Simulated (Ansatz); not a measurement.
**Preparing NaLaF4 (P1) as a host crystal**

Aim: the runs on the perfect crystal NaLaF4 (P1) that a defect calculation needs first.

Method: plane-wave PAW DFT, PBEsol; relaxation of the host's cell and atoms, in the first sound run; inputs show where later runs differ, in Ansatz 0.2.0.

**1. The starting structure**

The cell holds 18 atoms: 3 Na, 3 La and 12 F. Its edges and angles: a = 6.128 Å, b = 7.191 Å, c = 7.209 Å, α = 64.0°, β = 64.9°, γ = 65.0°.

**2. Host cell relaxation**

Cell and atoms are relaxed together, until forces and stress fall under their thresholds.

cell/input.yaml

```yaml
crystal:
  lattice:
    - [6.1277535, 0.0, 0.0]
    - [3.0416108, 6.5165016, 0.0]
    - [3.0570628, 2.062057, 6.1944495]
  atoms:
    - { symbol: Na, position: [0.66692345, 0.48824176, 0.15947592] }
    - { symbol: Na, position: [0.66262903, 0.01365395, 0.67445775] }
    - { symbol: Na, position: [0.32994909, 0.44415044, 0.89281178] }
    - { symbol: La, position: [0.00447564, 0.00572611, 0.98957254] }
    - { symbol: La, position: [0.9962428, 0.50547921, 0.49894889] }
    - { symbol: La, position: [0.33685686, 0.93046277, 0.39816322] }
    - { symbol: F, position: [0.58618368, 0.71963085, 0.65686559] }
    - { symbol: F, position: [0.59429622, 0.17927944, 0.19113096] }
    - { symbol: F, position: [0.37721418, 0.01301793, 0.01868736] }
    - { symbol: F, position: [0.37250658, 0.54771388, 0.49120954] }
    - { symbol: F, position: [0.02912051, 0.2850556, 0.3093965] }
    - { symbol: F, position: [0.04102433, 0.82705837, 0.75916024] }
    - { symbol: F, position: [0.26143505, 0.62924041, 0.1215253] }
    - { symbol: F, position: [0.28019489, 0.13765086, 0.61739732] }
    - { symbol: F, position: [0.74816487, 0.25175755, 0.74169177] }
    - { symbol: F, position: [0.75728395, 0.73800197, 0.22257009] }
    - { symbol: F, position: [0.98535404, 0.38903697, 0.87888128] }
    - { symbol: F, position: [0.97014383, 0.89484093, 0.37805095] }
basis:
  ecutwfc: 420
  xc_grid: 2
hamiltonian:
  xc: pbesol
kpoints:
  mp_grid: { grid: [5, 5, 5] }
scf:
  occupations: { method: fixed }
  max_iter: 100
relax:
  f_tol: 0.005
  max_steps: 60
  cell: {}
output:
  forces: true
  stress: true
checkpoint:
  write: "../cell.run"
  compress: false
  write_wavefunctions: false
  write_every: 100000
```

The run is started by

```sh
ansatz run input.yaml --threads 4 --pin off --max-ram 7536MiB --backend cpu --events-out ev --progress --plain --runs-dir out
```

Numbers of over 12 decimals in the logs are rounded to 6 here.

Output:

```text
[... repeated set-up lines and file paths are left out, and long positions are rounded to six places ...]
Engine: ansatz 0.2.0, x86_64-unknown-linux-gnu
Pseudopotentials: kind: paw
Pseudopotential: Na, paw, valence charge 9, recommended cutoff 420 eV (normal), Na.paw.azcp
Pseudopotential: La, paw, valence charge 11, recommended cutoff 420 eV (normal), La.paw.azcp
Pseudopotential: F, paw, valence charge 7, recommended cutoff 420 eV (normal), F.paw.azcp
Functional definition: PBEsol
  exchange = pbesol_x
  correlation = pbesol_c
Crystal: 18 atoms, lattice volume = 247.354 Å³
Basis set: ecut = 420 eV, 4819 PW (Γ), exchange–correlation on 90×100×100 points (8 copies of the dense FFT grid, shifted against one another)
Bands: 90, of which v1, the nominal top of the filled ones, is band 72 counted from 1 (71 counted from 0)
Symmetry: 1 space group operations
Space group: P1 (ITA 1), of the structure as read, at distance tolerance 6.3e-5 Å
k-points: 63 of 125 (time reversal used)
Non-local potential: Na, projectors of the file, l = 0: 3, l = 1: 2, l = 2: 1
Non-local potential: La, projectors of the file, l = 0: 3, l = 1: 2, l = 2: 2, l = 3: 3
Non-local potential: F, projectors of the file, l = 0: 2, l = 1: 2, l = 2: 1
PAW form: soft (Blöchl's): semilocal exchange-correlation on the pseudo side does not see the compensation charge
PAW frozen core: Na, regenerated for the run's functional, and the local potential with it (the file was generated under x = pbe(κ = 0.804, μ = 0.219515), c = pbe(β = 0.066725))
PAW frozen core: La, regenerated for the run's functional, and the local potential with it (the file was generated under x = pbe(κ = 0.804, μ = 0.219515), c = pbe(β = 0.066725))
PAW frozen core: F, regenerated for the run's functional, and the local potential with it (the file was generated under x = pbe(κ = 0.804, μ = 0.219515), c = pbe(β = 0.066725))
PAW one-centre angular grid: Na, 110 points (default); XC on 64 Gauss nodes
PAW one-centre angular grid: La, 590 points (default); XC on 64 Gauss nodes
PAW one-centre angular grid: F, 110 points (default); XC on 64 Gauss nodes
Initial density: superposition of atomic densities (neutral atoms: chi_scale 0, normalization atom), corrected by the library's trained network
Initial wavefunctions: pseudopotential atomic-orbital guess
Functional: x = pbesol(κ = 0.804, μ = 0.123457), c = pbesol(β = 0.046)
SCF iter   1: F=—  HF=-32549.734768 eV  |F-HF|=—  |Δ(HF+E_count)|=         —  Δρ=1.43e-2  dr2=3.23e-1  ethr=1.77e-3  ⟨swp⟩=3.0  Hψ=16795  notcnv=0  defer=67
preconditioner: auto → Resta (q_TF=auto, 2.493 Å⁻¹)  ε∞=4.1  [insulator: Δε(μ)=6.254 eV  Ē_g=15.812 eV  n_scr=60 (ndim 8)  ℏωp=27.7 eV  f_vac=0.085  ε∞_Penn≈4.1]
SCF iter   2: F=—  HF=-32549.648741 eV  |F-HF|=—  |Δ(HF+E_count)|=   8.60e-2  Δρ=2.95e-3  dr2=9.81e-3  ethr=2.25e-4  ⟨swp⟩=3.0  Hψ=10673  notcnv=0  defer=910
SCF iter   3: F=—  HF=-32549.647755 eV  |F-HF|=—  |Δ(HF+E_count)|=   9.86e-4  Δρ=9.99e-4  dr2=2.17e-3  ethr=6.81e-6  ⟨swp⟩=3.0  Hψ=10032  notcnv=0  defer=995
SCF iter   4: F=—  HF=-32549.648397 eV  |F-HF|=—  |Δ(HF+E_count)|=   6.42e-4  Δρ=3.12e-4  dr2=1.59e-4  ethr=1.51e-6  ⟨swp⟩=2.2  Hψ=10100  notcnv=0  defer=1004
SCF iter   5: F=—  HF=-32549.648428 eV  |F-HF|=—  |Δ(HF+E_count)|=   3.09e-5  Δρ=1.27e-4  dr2=3.03e-5  ethr=1.11e-7  ⟨swp⟩=2.0  Hψ=9766  notcnv=0  defer=158
SCF iter   6: F=—  HF=-32549.648431 eV  |F-HF|=—  |Δ(HF+E_count)|=   3.43e-6  Δρ=5.11e-5  dr2=5.14e-6  ethr=2.10e-8  ⟨swp⟩=2.0  Hψ=9795  notcnv=0  defer=80
SCF iter   7: F=—  HF=-32549.648432 eV  |F-HF|=—  |Δ(HF+E_count)|=   5.46e-7  Δρ=1.19e-5  dr2=4.75e-7  ethr=3.57e-9  ⟨swp⟩=2.0  Hψ=9876  notcnv=0  defer=81
SCF iter   8: F=-32549.648432 eV  HF=-32549.648432 eV  |F-HF|=2.64e-8  |Δ(HF+E_count)|=   2.18e-7  Δρ=5.60e-6  dr2=5.82e-8  ethr=6.94e-11  ⟨swp⟩=4.0  Hψ=19334  notcnv=0
SCF 1 converged in 8 iterations: F = -32549.648432 eV  dr2 = 5.82e-8
  greatest PAW one-centre occupation: 0.999 electrons in one spin orbital (limit 2), on the Na atom at site 1 (counted from 0), in its partial waves of l = 0
relax step   1: F+E_penalty+E_count = -32549.64843174 eV  Δ(F+E_penalty+E_count) = +0.000e0 eV  max|allowed force component| = 1.606e-1 eV/Å  Δτ_max = 0.0000 Å  P = -0.640 GPa  Ω = 247.354 Å³  (8 SCF iters, dr2 threshold 1.00e-7 eV, accepted)
[... the SCF cycles and remarks between the steps are left out from here to the last step ...]
relax step   2: F+E_penalty+E_count = -32549.66174458 eV  Δ(F+E_penalty+E_count) = -1.331e-2 eV  max|allowed force component| = 1.115e-1 eV/Å  Δτ_max = 0.0403 Å  P = +1.404 GPa  Ω = 245.126 Å³  energy of the carried Pulay correction = +8.489e-3 eV  (7 SCF iters, dr2 threshold 1.80e-6 eV, accepted)
relax step   3: F+E_penalty+E_count = -32549.66922385 eV  Δ(F+E_penalty+E_count) = -7.479e-3 eV  max|allowed force component| = 2.417e-2 eV/Å  Δτ_max = 0.0130 Å  P = +0.140 GPa  Ω = 247.365 Å³  energy of the carried Pulay correction = -4.271e-5 eV  (5 SCF iters, dr2 threshold 1.80e-6 eV, accepted)
relax step   4: F+E_penalty+E_count = -32549.66790834 eV  Δ(F+E_penalty+E_count) = +1.316e-3 eV  max|allowed force component| = 3.504e-2 eV/Å  Δτ_max = 0.0585 Å  P = -0.024 GPa  Ω = 248.019 Å³  energy of the carried Pulay correction = -2.522e-3 eV  (8 SCF iters, dr2 threshold 8.28e-8 eV, accepted)
relax step   5: F+E_penalty+E_count = -32549.66894427 eV  Δ(F+E_penalty+E_count) = -1.036e-3 eV  max|allowed force component| = 5.070e-3 eV/Å  Δτ_max = 0.0242 Å  P = +0.003 GPa  Ω = 247.915 Å³  energy of the carried Pulay correction = -2.127e-3 eV  (7 SCF iters, dr2 threshold 7.67e-8 eV, accepted)
relax step   6: F+E_penalty+E_count = -32549.66890326 eV  Δ(F+E_penalty+E_count) = +4.101e-5 eV  max|allowed force component| = 6.654e-4 eV/Å  Δτ_max = 0.0019 Å  P = +0.000 GPa  Ω = 247.929 Å³  energy of the carried Pulay correction = -2.179e-3 eV  (7 SCF iters, dr2 threshold 1.61e-9 eV, accepted)
relax step   7: F+E_penalty+E_count = -32549.67176261 eV  Δ(F+E_penalty+E_count) = -2.859e-3 eV  max|allowed force component| = 6.598e-4 eV/Å  Δτ_max = 0.0000 Å  P = +0.022 GPa  Ω = 247.929 Å³  stress off target by 6.04e-2 GPa  SCF on the basis re-selected at this cell (its energy is not comparable with the rows above)  (5 SCF iters)
relax step   8: F+E_penalty+E_count = -32549.67148053 eV  Δ(F+E_penalty+E_count) = +2.821e-4 eV  max|allowed force component| = 4.668e-4 eV/Å  Δτ_max = 0.0009 Å  P = +0.002 GPa  Ω = 248.023 Å³  energy of the carried Pulay correction = -3.594e-4 eV  (5 SCF iters, dr2 threshold 9.12e-9 eV, accepted)
iter 1 solved again at ethr=1.28e-7 eV; its pass at ethr=3.10e-3 eV (dr2=1.84e-4 eV) is discarded
SCF iter   1: F=—  HF=-32549.671856 eV  |F-HF|=—  |Δ(HF+E_count)|=         —  Δρ=2.91e-5  dr2=7.07e-8  ethr=1.28e-7  ⟨swp⟩=3.0  Hψ=31608  notcnv=0  defer=1008
eigensolver tolerance schedule: the retry pair's looser diagonalisation over-reported the residual by 2602.59 of it (diagonalisation noise at 0.12 of the residual, at the tolerance the schedule requests for it); [...]
SCF iter   2: F=—  HF=-32549.671869 eV  |F-HF|=—  |Δ(HF+E_count)|=   1.32e-5  Δρ=1.48e-5  dr2=2.00e-8  ethr=4.91e-11  ⟨swp⟩=2.8  Hψ=11013  notcnv=0  defer=759
SCF iter   3: F=—  HF=-32549.671877 eV  |F-HF|=—  |Δ(HF+E_count)|=   7.39e-6  Δρ=2.06e-6  dr2=5.65e-9  ethr=1.39e-11  ⟨swp⟩=2.0  Hψ=9768  notcnv=0  defer=759
SCF iter   4: F=—  HF=-32549.671877 eV  |F-HF|=—  |Δ(HF+E_count)|=   1.69e-8  Δρ=3.22e-7  dr2=3.50e-10  ethr=3.93e-12  ⟨swp⟩=2.0  Hψ=9752  notcnv=0  defer=759
SCF iter   5: F=-32549.671877 eV  HF=-32549.671877 eV  |F-HF|=4.84e-10  |Δ(HF+E_count)|=  2.55e-10  Δρ=1.75e-7  dr2=7.24e-11  ethr=1.00e-12  ⟨swp⟩=4.0  Hψ=19309  notcnv=0
SCF 9 converged in 5 iterations: F = -32549.671877 eV  dr2 = 7.24e-11
relax step   9: F+E_penalty+E_count = -32549.67187668 eV  Δ(F+E_penalty+E_count) = -3.961e-4 eV  max|allowed force component| = 4.747e-4 eV/Å  Δτ_max = 0.0000 Å  P = +0.004 GPa  Ω = 248.023 Å³  stress off target by 1.00e-2 GPa  SCF on the basis re-selected at this cell (its energy is not comparable with the rows above)  (5 SCF iters)
basis re-selected at this cell: Δ(F+E_penalty+E_count) = -3.961e-4 eV, ΔP = +0.001 GPa vs the last step (what re-selecting the basis moved, of the pressure what is left beyond the Pulay correction that the steps carried, after the strain that the cell walked [...]
SCF converged after 5 iterations
Free energy (F): -32549.671877 eV
Harris-Foulkes:  -32549.671877 eV  (|F-HF|=4.84e-10)
Internal energy: -32549.671877 eV  (E = F + TS)
E sigma→0 (E₀):  -32549.671877 eV
Fermi energy:    3.813727 eV
--- Per-component energies (eV) ---
  E_band       = -1012.151920
  E_kinetic    = 3418.785752
  E_local      = -11042.177374  (includes V_loc(G=0)·N_el)
  E_nonlocal   = 1524.900393
  E_hartree    = 4002.902273
  E_xc         = -1480.302231
  E_vxc        = -1815.940634  (∫ρ·V_xc dr)
  E_paw        = -19071.133050  (= ΣΔE_a)
  E_vpaw       = -1103.548997  (= ΣTr[D̂ρ^β])
  E_aug_tail   = 0.024521  (compensation charges beyond the density's cutoff)
  E_ewald      = -9903.854081
  E_core_change = 1.181921  (= ΣΔE_core)
  E_smearing   = -0.000000  (= −TS)
  E_closure    = 0.000000  (closes the sum)
  Σ components = -32549.671877   (vs F -32549.671877, Δ=0.00e0)
--- Forces (eV/Å), atoms counted from 1 ---
  atom   1  Na    -0.00007485     0.00033077     0.00008372
  atom   2  Na     0.00005313    -0.00016536    -0.00021176
  atom   3  Na     0.00008800     0.00005511     0.00006873
  atom   4  La    -0.00017797    -0.00045066     0.00047524
  atom   5  La     0.00009163     0.00022025    -0.00018612
  atom   6  La     0.00006442     0.00012026     0.00010745
  atom   7  F     -0.00023387    -0.00005614    -0.00028667
  atom   8  F     -0.00013375     0.00008622    -0.00014293
  atom   9  F      0.00013801     0.00019531    -0.00012271
  atom  10  F      0.00003644     0.00017671    -0.00016520
  atom  11  F      0.00012483    -0.00019183    -0.00031121
  atom  12  F      0.00017364     0.00008866    -0.00029171
  atom  13  F      0.00002890    -0.00010703     0.00011330
  atom  14  F      0.00000699    -0.00004709     0.00018545
  atom  15  F      0.00003574    -0.00006461     0.00020553
  atom  16  F      0.00004297    -0.00002496     0.00023270
  atom  17  F     -0.00002088     0.00000752     0.00019570
  atom  18  F     -0.00024320    -0.00018067     0.00006083
  max |Σ_I F_I| component: 1.03e-5 eV/Å
--- Stress (GPa, compression-positive) ---
        0.009035       0.000724      -0.000019
        0.000724       0.004012       0.008189
       -0.000019       0.008189      -0.002153
  P = ⅓ Tr σ = 0.0036 GPa (0.036 kbar)
--- Relaxed structure (7 steps of the walk, 7 accepted, 2 SCFs on fresh bases) ---
  F+E_penalty+E_count = -32549.67187668 eV   max|allowed force component| = 4.747e-4 eV/Å   (the final SCF, on the basis selected at the relaxed cell)
  cell:  # Å, volume = 248.0226 Å³
    - [6.156356, 0.00352456, -0.000974186]
    - [3.059556, 6.523196, 0.034302]
    - [3.071533, 2.098447, 6.188353]
  atoms:
    - { symbol: Na, position: [0.666475, 0.484908, 0.163840] }
    - { symbol: Na, position: [0.663074, 0.008599, 0.678294] }
    - { symbol: Na, position: [0.329547, 0.438855, 0.897904] }
    - { symbol: La, position: [0.003722, 0.006364, 0.989543] }
    - { symbol: La, position: [0.996859, 0.506512, 0.497499] }
    - { symbol: La, position: [0.336174, 0.930722, 0.398946] }
    - { symbol: F, position: [0.589790, 0.718497, 0.651563] }
    - { symbol: F, position: [0.595038, 0.176701, 0.187732] }
    - { symbol: F, position: [0.370010, 0.015762, 0.021567] }
    - { symbol: F, position: [0.366704, 0.551258, 0.491111] }
    - { symbol: F, position: [0.036496, 0.287662, 0.307361] }
    - { symbol: F, position: [0.045113, 0.828131, 0.760183] }
    - { symbol: F, position: [0.258760, 0.631935, 0.122013] }
    - { symbol: F, position: [0.280482, 0.137826, 0.616895] }
    - { symbol: F, position: [0.752777, 0.250521, 0.738240] }
    - { symbol: F, position: [0.755440, 0.740182, 0.223018] }
    - { symbol: F, position: [0.981874, 0.388918, 0.877095] }
    - { symbol: F, position: [0.971663, 0.896648, 0.377192] }
```

It took 2.3 min on 4 threads of Intel Xeon 6975P-C (Granite Rapids), shared host; peak memory 1.4 GiB.

The steps of the relaxation:

| step | energy less that of the first step (eV) | largest force component (eV/Å) | pressure (GPa) | volume (Å³) |
| --- | --- | --- | --- | --- |
| 1 | 0.0000 | 0.1606 | -0.64 | 247.35 |
| 2 | -0.0133 | 0.1115 | 1.40 | 245.13 |
| 3 | -0.0208 | 0.0242 | 0.14 | 247.37 |
| 4 | -0.0195 | 0.0350 | -0.02 | 248.02 |
| 5 | -0.0205 | 0.0051 | 0.00 | 247.92 |
| 6 | -0.0205 | 0.0007 | 0.00 | 247.93 |
| 7 | -0.0233 | 0.0007 | 0.02 | 247.93 |
| 8 | -0.0230 | 0.0005 | 0.00 | 248.02 |
| 9* | -0.0234 | 0.0005 | 0.00 | 248.02 |

Relaxation steps marked * repeat the geometry before them on a plane-wave basis chosen anew for their cell, so energy and pressure can jump there. The log counts 2 steps on a newly chosen plane-wave basis, not all of them marked here; energy and pressure can jump at such steps.

| cell as run | before | after | change |
| --- | --- | --- | --- |
| a (Å) | 6.128 | 6.156 | +0.5 % |
| b (Å) | 7.191 | 7.205 | +0.2 % |
| c (Å) | 7.209 | 7.220 | +0.2 % |
| α (°) | 63.99 | 63.39 | -0.9 % |
| β (°) | 64.91 | 64.82 | -0.1 % |
| γ (°) | 64.98 | 64.84 | -0.2 % |
| volume (Å³/atom) | 13.74 | 13.78 | +0.3 % |

The atoms that moved most (Å, as changes of fractional coordinates times the final cell):

| atom | dx | dy | dz | length |
| --- | --- | --- | --- | --- |
| F11 | 0.047 | 0.013 | -0.013 | 0.050 |
| F9 | -0.027 | 0.024 | 0.018 | 0.040 |
| Na3 | -0.003 | -0.024 | 0.031 | 0.039 |
| F7 | 0.002 | -0.019 | -0.033 | 0.038 |
| F8 | -0.014 | -0.024 | -0.021 | 0.035 |
| Na2 | -0.001 | -0.025 | 0.024 | 0.034 |
| F10 | -0.025 | 0.023 | 0.000 | 0.034 |
| F12 | 0.032 | 0.009 | 0.006 | 0.034 |

Numbers from this step:

```
pressure : 0.003631 GPa
```

The relaxation ends with a largest force component of 4.7e-4 eV/Å and a pressure of 0.00 GPa.

(Continued in part 2 of 4.)

[Logs are printed without paths, hosts, clocks, repeated set-up lines and the standing remarks that a program may print on its own settings, such as how far it seeks lower states.]

[Hosts, paths, dates, database ids (printed as entryN), source tags and the programs' standing remarks are cut or masked in the printed files.]

[Runs of the host that timed out are not shown.]

[For some hosts the program warned that the k-mesh of the response run may be too coarse for force constants and the static dielectric constant; such warnings are not always shown.]
